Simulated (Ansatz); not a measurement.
**Work function of Rh(100): what the settings cost and change**

Aim: the work function of Rh(100) against thickness and vacuum, with the cost.

Method: plane-wave DFT, PBE, Ansatz PAW, in Ansatz 0.2.0.

**What experiment says.**

For Rh (clean (100) face, a compiled value), “Anisotropic work function of elemental crystals” (2019, arxiv:1902.07811) quotes earlier work: work function (clean (100) face, a compiled value) 5.3 eV.

Most raw output is cut from this account.

## (1) The starting structure

The cell holds 1 atom: 1 Rh. Cell: a = 2.687 Å, b = 2.687 Å, c = 18.000 Å, α = 90.0°, β = 90.0°, γ = 90.0°. Vacuum lies along c.

## (2) Slab, setting 1 layer

A work function rests on the faint tail of the density, so the SCF threshold is tight. The slab grows from one layer, at fixed mesh and 18 Å of vacuum; then the vacuum is varied on one slab.

File input.yaml:

```yaml
crystal:
  lattice:
    - [2.6870057685, 0.0, 0.0]
    - [0.0, 2.6870057685, 0.0]
    - [0.0, 0.0, 18.0]
  atoms:
    - { symbol: Rh, position: [0.5, 0.5, 0.5] }
kpoints:
  mp_grid: { grid: [15, 15, 1] }
hamiltonian:
  xc: pbe
scf:
  occupations: { method: fermi_dirac, width: 0.1 }
  convergence: { dr2_threshold: 1.0e-09 }
efield:
  axis: 3
  dipole_correction: true
  ramp_position: 0.97
  ramp_width: 0.06
output:
  write_potential: true
  write_density: true
  volumetric_format: npy
  elf: true
```

On the command line:

```bash
$ ansatz run input.yaml --threads 2 --pin off --max-ram 3072MiB --backend cpu --events-out ev --progress --plain --runs-dir out
```

Run time: 9.4 s. Hardware: 2 threads of Arm Neoverse N1, shared host; peak memory 0.39 GiB.

This step gave:

```
energy at zero smearing   : -6400.5477 eV
work function, upper face : 5.595 eV
```

Running mean over 1.9 Å of the planar mean; the ramp of the sawtooth is left out. Electron's electrostatic potential energy less the Fermi level against z:

z (Å), electron's electrostatic potential energy less the Fermi level (eV) and a bar from the least value:
```
      3.0        5.6 ##############################
      3.5        5.6 ##############################
      4.0        5.6 ##############################
      4.5        5.6 ##############################
      5.0        5.6 ##############################
      5.5        5.6 ##############################
      6.0        5.6 ##############################
      6.5        5.4 ##############################
      7.0        4.9 #############################
      7.5        2.7 #########################
      8.0       -3.2 ###############
      8.5       -9.5 ####
      9.0      -11.7 
      9.5       -9.5 ####
     10.0       -3.2 ###############
     10.5        2.7 #########################
     11.0        4.9 #############################
     11.5        5.4 ##############################
     12.0        5.6 ##############################
     12.5        5.6 ##############################
     13.0        5.6 ##############################
     13.5        5.6 ##############################
     14.0        5.6 ##############################
     14.5        5.6 ##############################
     15.0        5.6 ##############################
```

Valence density in the ca plane at fractional y = 0.500, with atoms of Rh within 0.2 Å of it. It is the smooth field of the valence electrons, not physical close to the nuclei.

Values in units of 1e0 e/Å³, 5 rows by 16 columns, each cell a mean:
```
0.0 0.0 0.0 0.0 0.0 0.0 0.0 0.5 0.6 0.0 0.0 0.0 0.0 0.0 0.0 0.0
0.0 0.0 0.0 0.0 0.0 0.0 0.0 3.0 4.5 0.1 0.0 0.0 0.0 0.0 0.0 0.0
0.0 0.0 0.0 0.0 0.0 0.0 0.1 5.0 7.3 0.1 0.0 0.0 0.0 0.0 0.0 0.0
0.0 0.0 0.0 0.0 0.0 0.0 0.0 1.7 2.6 0.1 0.0 0.0 0.0 0.0 0.0 0.0
0.0 0.0 0.0 0.0 0.0 0.0 0.0 0.3 0.3 0.0 0.0 0.0 0.0 0.0 0.0 0.0
```
Columns run along c (18.0 Å), rows up along a (2.7 Å). Atoms in or near the plane, at fractional coordinates: Rh at (0.50, 0.50).

Electrostatic potential energy in the ca plane at fractional y = 0.500, with atoms of Rh within 0.2 Å of it. With pseudopotentials it is smooth inside the atoms' cores, unlike the true potential.

Ten even steps from '0' (-49 eV) to '9' (3 eV), each cell a mean:
```
99999999999999999999877899999999999999999999
99999999999999999999732589999999999999999999
99999999999999999998300079999999999999999999
99999999999999999998100059999999999999999999
99999999999999999998200069999999999999999999
99999999999999999998510279999999999999999999
99999999999999999999865799999999999999999999
99999999999999999999988899999999999999999999
```
Columns run along c (18.0 Å; values clipped at the 3rd and 97th percentile), rows up along a (2.7 Å). Atoms in or near the plane, at fractional coordinates: Rh at (0.50, 0.50).

ELF in the ca plane at fractional y = 0.500, with atoms of Rh within 0.2 Å of it. It is the smooth field of the valence electrons, not physical close to the nuclei.

Ten even steps from '0' (0.00) to '9' (0.78), each cell a mean:
```
00000000000000000012233322100000000000000000
00000000000000000112366422100000000000000000
00000000000000000123689742110000000000000000
00000000000000000124799953210000000000000000
00000000000000000123799852110000000000000000
00000000000000000122478632100000000000000000
00000000000000000112344322100000000000000000
00000000000000000012322322100000000000000000
```
Columns run along c (18.0 Å), rows up along a (2.7 Å). Atoms in or near the plane, at fractional coordinates: Rh at (0.50, 0.50).

The work function is 5.595 eV.

## (3) Slab, 2 atoms

System of this step: Rh(100). The cell holds 2 atoms: 2 Rh. Its edges and angles: a = 2.687 Å, b = 2.687 Å, c = 19.900 Å, α = 90.0°, β = 90.0°, γ = 90.0°. Vacuum lies along c.

input.yaml, the sections that differ from step 2:

```yaml
crystal:
  lattice:
    - [2.6870057685, 0.0, 0.0]
    - [0.0, 2.6870057685, 0.0]
    - [0.0, 0.0, 19.9]
  atoms:
    - { symbol: Rh, position: [0.5, 0.5, 0.4522613065] }
    - { symbol: Rh, position: [0.0, 0.0, 0.5477386935] }
output:
  write_potential: true
  write_density: true
  volumetric_format: npy
# kpoints, hamiltonian, scf, efield: as in step 2
```

Elapsed: 16 s, on 2 threads; peak memory 0.39 GiB.

The work function is 5.125 eV, -0.470 eV from the run “1 layer”, at 1.8 times its CPU time.

## (4) Run, 3 atoms

System of this step: Rh(100). The cell holds 3 atoms: 3 Rh. Cell: a = 2.687 Å, b = 2.687 Å, c = 21.800 Å, α = 90.0°, β = 90.0°, γ = 90.0°. Vacuum lies along c.

input.yaml, the sections that differ from step 3:

```yaml
crystal:
  lattice:
    - [2.6870057685, 0.0, 0.0]
    - [0.0, 2.6870057685, 0.0]
    - [0.0, 0.0, 21.8]
  atoms:
    - { symbol: Rh, position: [0.0, 0.0, 0.4128440367] }
    - { symbol: Rh, position: [0.5, 0.5, 0.5] }
    - { symbol: Rh, position: [0.0, 0.0, 0.5871559633] }
# kpoints, hamiltonian, scf, efield, output: as in step 3
```

Run time: 26 s. Hardware: 2 threads; peak memory 0.45 GiB.

The work function is 4.977 eV, -0.148 eV from the run “2 layers”, at 1.6 times its CPU time.

## (5) Run, 4 atoms

System of this step: Rh(100). The cell holds 4 atoms: 4 Rh. Its edges and angles: a = 2.687 Å, b = 2.687 Å, c = 23.700 Å, α = 90.0°, β = 90.0°, γ = 90.0°. Vacuum lies along c.

input.yaml, the sections that differ from step 4:

```yaml
crystal:
  lattice:
    - [2.6870057685, 0.0, 0.0]
    - [0.0, 2.6870057685, 0.0]
    - [0.0, 0.0, 23.7]
  atoms:
    - { symbol: Rh, position: [0.5, 0.5, 0.3797468354] }
    - { symbol: Rh, position: [0.0, 0.0, 0.4599156118] }
    - { symbol: Rh, position: [0.5, 0.5, 0.5400843882] }
    - { symbol: Rh, position: [0.0, 0.0, 0.6202531646] }
# kpoints, hamiltonian, scf, efield, output: as in step 4
```

The job ended after 37 s (2 threads; peak memory 0.5 GiB; 66 s of CPU time).

The work function is 5.077 eV, +0.101 eV from the run “3 layers”, at 1.5 times its CPU time.

## (6) Run, 5 atoms

System of this step: Rh(100). The cell holds 5 atoms: 5 Rh. Cell: a = 2.687 Å, b = 2.687 Å, c = 25.600 Å, α = 90.0°, β = 90.0°, γ = 90.0°. Vacuum lies along c.

input.yaml, the sections that differ from step 5:

```yaml
crystal:
  lattice:
    - [2.6870057685, 0.0, 0.0]
    - [0.0, 2.6870057685, 0.0]
    - [0.0, 0.0, 25.6]
  atoms:
    - { symbol: Rh, position: [0.0, 0.0, 0.3515625] }
    - { symbol: Rh, position: [0.5, 0.5, 0.42578125] }
    - { symbol: Rh, position: [0.0, 0.0, 0.5] }
    - { symbol: Rh, position: [0.5, 0.5, 0.57421875] }
    - { symbol: Rh, position: [0.0, 0.0, 0.6484375] }
# kpoints, hamiltonian, scf, efield, output: as in step 5
```

Wall time 54 s (2 threads); peak memory 0.58 GiB; 94 s of CPU time.

The work function is 5.073 eV, -0.004 eV from the run “4 layers”, at 1.4 times its CPU time.

## (7) Slab, 6 atoms

System of this step: Rh(100). The cell holds 6 atoms: 6 Rh. Its edges and angles: a = 2.687 Å, b = 2.687 Å, c = 27.500 Å, α = 90.0°, β = 90.0°, γ = 90.0°. Vacuum lies along c.

input.yaml, the sections that differ from step 6:

```yaml
crystal:
  lattice:
    - [2.6870057685, 0.0, 0.0]
    - [0.0, 2.6870057685, 0.0]
    - [0.0, 0.0, 27.5]
  atoms:
    - { symbol: Rh, position: [0.5, 0.5, 0.3272727273] }
    - { symbol: Rh, position: [0.0, 0.0, 0.3963636364] }
    - { symbol: Rh, position: [0.5, 0.5, 0.4654545455] }
    - { symbol: Rh, position: [0.0, 0.0, 0.5345454545] }
    - { symbol: Rh, position: [0.5, 0.5, 0.6036363636] }
    - { symbol: Rh, position: [0.0, 0.0, 0.6727272727] }
# kpoints, hamiltonian, scf, efield, output: as in step 6
```

Wall time 76 s (2 threads); peak memory 0.69 GiB; 2.2 min of CPU time.

The work function is 5.061 eV, -0.012 eV from the run “5 layers”, at 1.4 times its CPU time.

## (8) Run, 8 atoms

System of this step: Rh(100). The cell holds 8 atoms: 8 Rh. Cell: a = 2.687 Å, b = 2.687 Å, c = 31.300 Å, α = 90.0°, β = 90.0°, γ = 90.0°. Vacuum lies along c.

input.yaml, the sections that differ from step 7:

```yaml
crystal:
  lattice:
    - [2.6870057685, 0.0, 0.0]
    - [0.0, 2.6870057685, 0.0]
    - [0.0, 0.0, 31.3]
  atoms:
    - { symbol: Rh, position: [0.5, 0.5, 0.2875399361] }
    - { symbol: Rh, position: [0.0, 0.0, 0.3482428115] }
    - { symbol: Rh, position: [0.5, 0.5, 0.4089456869] }
    - { symbol: Rh, position: [0.0, 0.0, 0.4696485623] }
    - { symbol: Rh, position: [0.5, 0.5, 0.5303514377] }
    - { symbol: Rh, position: [0.0, 0.0, 0.5910543131] }
    - { symbol: Rh, position: [0.5, 0.5, 0.6517571885] }
    - { symbol: Rh, position: [0.0, 0.0, 0.7124600639] }
# kpoints, hamiltonian, scf, efield, output: as in step 7
```

Run time: 2 min. Hardware: 2 threads; peak memory 0.91 GiB.

The work function is 5.061 eV, -0.000 eV from the run “6 layers”, at 1.6 times its CPU time.

## (9) Run, 10 atoms

System of this step: Rh(100). The cell holds 10 atoms: 10 Rh. Cell: a = 2.687 Å, b = 2.687 Å, c = 35.100 Å, α = 90.0°, β = 90.0°, γ = 90.0°. Vacuum lies along c.

input.yaml, the sections that differ from step 8:

```yaml
crystal:
  lattice:
    - [2.6870057685, 0.0, 0.0]
    - [0.0, 2.6870057685, 0.0]
    - [0.0, 0.0, 35.1]
  atoms:
    - { symbol: Rh, position: [0.5, 0.5, 0.2564102564] }
    - { symbol: Rh, position: [0.0, 0.0, 0.3105413105] }
    - { symbol: Rh, position: [0.5, 0.5, 0.3646723647] }
    - { symbol: Rh, position: [0.0, 0.0, 0.4188034188] }
    - { symbol: Rh, position: [0.5, 0.5, 0.4729344729] }
    - { symbol: Rh, position: [0.0, 0.0, 0.5270655271] }
    - { symbol: Rh, position: [0.5, 0.5, 0.5811965812] }
    - { symbol: Rh, position: [0.0, 0.0, 0.6353276353] }
    - { symbol: Rh, position: [0.5, 0.5, 0.6894586895] }
    - { symbol: Rh, position: [0.0, 0.0, 0.7435897436] }
# kpoints, hamiltonian, scf, efield, output: as in step 8
```

The job ended after 2.9 min (2 threads; peak memory 1.2 GiB).

The work function is 5.059 eV, -0.002 eV from the run “8 layers”, at 1.4 times its CPU time.

## (10) Slab, 13 atoms

System of this step: Rh(100). The cell holds 13 atoms: 13 Rh. Its edges and angles: a = 2.687 Å, b = 2.687 Å, c = 40.800 Å, α = 90.0°, β = 90.0°, γ = 90.0°. Vacuum lies along c.

input.yaml, the sections that differ from step 9:

```yaml
crystal:
  lattice:
    - [2.6870057685, 0.0, 0.0]
    - [0.0, 2.6870057685, 0.0]
    - [0.0, 0.0, 40.8]
  atoms:
    - { symbol: Rh, position: [0.0, 0.0, 0.2205882353] }
    - { symbol: Rh, position: [0.5, 0.5, 0.2671568627] }
    - { symbol: Rh, position: [0.0, 0.0, 0.3137254902] }
    - { symbol: Rh, position: [0.5, 0.5, 0.3602941176] }
    - { symbol: Rh, position: [0.0, 0.0, 0.4068627451] }
    - { symbol: Rh, position: [0.5, 0.5, 0.4534313725] }
    - { symbol: Rh, position: [0.0, 0.0, 0.5] }
    - { symbol: Rh, position: [0.5, 0.5, 0.5465686275] }
    - { symbol: Rh, position: [0.0, 0.0, 0.5931372549] }
    - { symbol: Rh, position: [0.5, 0.5, 0.6397058824] }
    - { symbol: Rh, position: [0.0, 0.0, 0.6862745098] }
    - { symbol: Rh, position: [0.5, 0.5, 0.7328431373] }
    - { symbol: Rh, position: [0.0, 0.0, 0.7794117647] }
# kpoints, hamiltonian, scf, efield, output: as in step 9
```

Run time: 4.8 min. Hardware: 2 threads; peak memory 1.6 GiB; 8.7 min of CPU time.

The work function is 5.058 eV, -0.001 eV from the run “10 layers”, at 1.7 times its CPU time.

## (11) Slab, 7 atoms

System of this step: Rh(100). The cell holds 7 atoms: 7 Rh. Cell: a = 2.687 Å, b = 2.687 Å, c = 21.400 Å, α = 90.0°, β = 90.0°, γ = 90.0°. Vacuum lies along c.

input.yaml, the sections that differ from step 10:

```yaml
crystal:
  lattice:
    - [2.6870057685, 0.0, 0.0]
    - [0.0, 2.6870057685, 0.0]
    - [0.0, 0.0, 21.4]
  atoms:
    - { symbol: Rh, position: [0.0, 0.0, 0.2336448598] }
    - { symbol: Rh, position: [0.5, 0.5, 0.3224299065] }
    - { symbol: Rh, position: [0.0, 0.0, 0.4112149533] }
    - { symbol: Rh, position: [0.5, 0.5, 0.5] }
    - { symbol: Rh, position: [0.0, 0.0, 0.5887850467] }
    - { symbol: Rh, position: [0.5, 0.5, 0.6775700935] }
    - { symbol: Rh, position: [0.0, 0.0, 0.7663551402] }
# kpoints, hamiltonian, scf, efield, output: as in step 10
```

Wall time 71 s (2 threads); peak memory 0.65 GiB.

The work function is 5.050 eV. The program marks this work function as in doubt.

## (12) Run, 7 atoms

The cell differs from the one that the last finished run ended in (c 21.400 → 25.400 Å).

input.yaml, the sections that differ from step 11:

```yaml
crystal:
  lattice:
    - [2.6870057685, 0.0, 0.0]
    - [0.0, 2.6870057685, 0.0]
    - [0.0, 0.0, 25.4]
  atoms:
    - { symbol: Rh, position: [0.0, 0.0, 0.2755905512] }
    - { symbol: Rh, position: [0.5, 0.5, 0.3503937008] }
    - { symbol: Rh, position: [0.0, 0.0, 0.4251968504] }
    - { symbol: Rh, position: [0.5, 0.5, 0.5] }
    - { symbol: Rh, position: [0.0, 0.0, 0.5748031496] }
    - { symbol: Rh, position: [0.5, 0.5, 0.6496062992] }
    - { symbol: Rh, position: [0.0, 0.0, 0.7244094488] }
# kpoints, hamiltonian, scf, efield, output: as in step 11
```

The job ended after 84 s (2 threads; peak memory 0.72 GiB; 2.5 min of CPU time).

The work function is 5.055 eV, +0.005 eV from the run “7 layers, 10 Å of vacuum”, at 1.2 times its CPU time.

## (13) Slab, 7 atoms (run 2)

The cell differs from the one that the last finished run ended in (c 25.400 → 37.400 Å).

input.yaml, the sections that differ from step 12:

```yaml
crystal:
  lattice:
    - [2.6870057685, 0.0, 0.0]
    - [0.0, 2.6870057685, 0.0]
    - [0.0, 0.0, 37.4]
  atoms:
    - { symbol: Rh, position: [0.0, 0.0, 0.3475935829] }
    - { symbol: Rh, position: [0.5, 0.5, 0.3983957219] }
    - { symbol: Rh, position: [0.0, 0.0, 0.449197861] }
    - { symbol: Rh, position: [0.5, 0.5, 0.5] }
    - { symbol: Rh, position: [0.0, 0.0, 0.550802139] }
    - { symbol: Rh, position: [0.5, 0.5, 0.6016042781] }
    - { symbol: Rh, position: [0.0, 0.0, 0.6524064171] }
# kpoints, hamiltonian, scf, efield, output: as in step 12
```

It took 1.8 min on 2 threads; peak memory 0.95 GiB; 3.2 min of CPU time.

The work function is 5.055 eV, +0.000 eV from the run “7 layers, 14 Å of vacuum”, at 1.3 times its CPU time.

## (14) The series together

Times are for 2 threads of Arm Neoverse N1, shared host. Results by setting:

| no. | setting | work function, upper face (eV) | time | memory (GiB) |
| --- | --- | --- | --- | --- |
| 1 | 1 layer | 5.595 | 9.4 s | 0.39 |
| 2 | 2 layers | 5.125 | 16 s | 0.39 |
| 3 | 3 layers | 4.977 | 26 s | 0.45 |
| 4 | 4 layers | 5.077 | 37 s | 0.5 |
| 5 | 5 layers | 5.073 | 54 s | 0.58 |
| 6 | 6 layers | 5.061 | 76 s | 0.69 |
| 7 | 8 layers | 5.061 | 2 min | 0.91 |
| 8 | 10 layers | 5.059 | 2.9 min | 1.2 |
| 9 | 13 layers | 5.058 | 4.8 min | 1.6 |
| 10 | 7 layers, 10 Å of vacuum | 5.050 | 71 s | 0.65 |
| 11 | 7 layers, 14 Å of vacuum | 5.055 | 84 s | 0.72 |
| 12 | 7 layers, 26 Å of vacuum | 5.055 | 1.8 min | 0.95 |

## (15) Varying the input

System of this step: Rh(100) monolayer. The cell holds 1 atom: 1 Rh. Its edges and angles: a = 2.687 Å, b = 2.687 Å, c = 18.000 Å, α = 90.0°, β = 90.0°, γ = 90.0°. Vacuum lies along c.

An input spoilt on purpose, to show how the run answers: it repeats the earlier run “1 layer” with basis.ecutrho_ratio to 1, and scf.max_iter set to 50; its output block differs too.

input.yaml, the sections that differ from step 13:

```yaml
crystal:
  lattice:
    - [2.6870057685, 0.0, 0.0]
    - [0.0, 2.6870057685, 0.0]
    - [0.0, 0.0, 18.0]
  atoms:
    - { symbol: Rh, position: [0.5, 0.5, 0.5] }
scf:
  occupations: { method: fermi_dirac, width: 0.1 }
  convergence: { dr2_threshold: 1.0e-09 }
  max_iter: 50
basis:
  ecutrho_ratio: 1
# kpoints, hamiltonian, efield, output: as in step 13
```

Elapsed: 7.7 s, on 2 threads; peak memory 0.36 GiB; 12 s of CPU time.

| quantity | this run | earlier run | difference |
| --- | --- | --- | --- |
| work function, upper face (eV) | 5.665 | 5.595 | 0.070 |

It moves by +0.0699 eV.

With this change the program also warns of density in the ramp of the sawtooth; these numbers are not the system's.

## (16) What came out

```
work function, 1 layer   : 5.595 eV
work function, 3 layers  : 4.977 eV
work function, 6 layers  : 5.061 eV
work function, 13 layers : 5.058 eV
```

What this shows: The thickest slab gives 5.06 eV, and the settings tried spread the value from 4.98 to 5.60 eV. At 18 Å of vacuum, the slabs from 4 layers on stay within 0.02 eV of the thickest. Going from 10 to 26 Å of vacuum moves it by 0.005 eV. The program marks the value as in doubt in “7 layers, 10 Å of vacuum”. The ladder's slabs use the tabulated experimental lattice constant (two decimals; a low-temperature value for the alkali metals). The main runs have no spin polarisation; a magnetic state could lie lower and would change these results. In 1 run of the series (7 layers, 10 Å of vacuum) the program warns that electrons reach the sawtooth's ramp, which makes dipole and work function less sure.

Computed beside measured:

| quantity | measured | 13 layers |
| --- | --- | --- |
| work function (clean (100) face, a compiled value) (eV) | 5.3 | 5.06 (-0.24 eV) |

Measured values from arxiv:1902.07811 (2019).

**Verdict.** The work function is off by -0.24 eV: fair agreement. The grades are ours: good and fair within 3 and 7 % for the work function. No cell relaxation is part of this session.

[Logs are printed without paths, hosts, clocks, repeated set-up lines and the standing remarks that a program may print on its own settings, such as how far it seeks lower states.]

[Hosts, paths, dates, database ids (printed as entryN), source tags and the programs' standing remarks are cut or masked in the printed files.]

[Maps of the electrostatic potential energy from Ansatz leave out the sawtooth potential of an applied field or a dipole correction, so their vacuum need not be flat; planar profiles and work functions include it.]
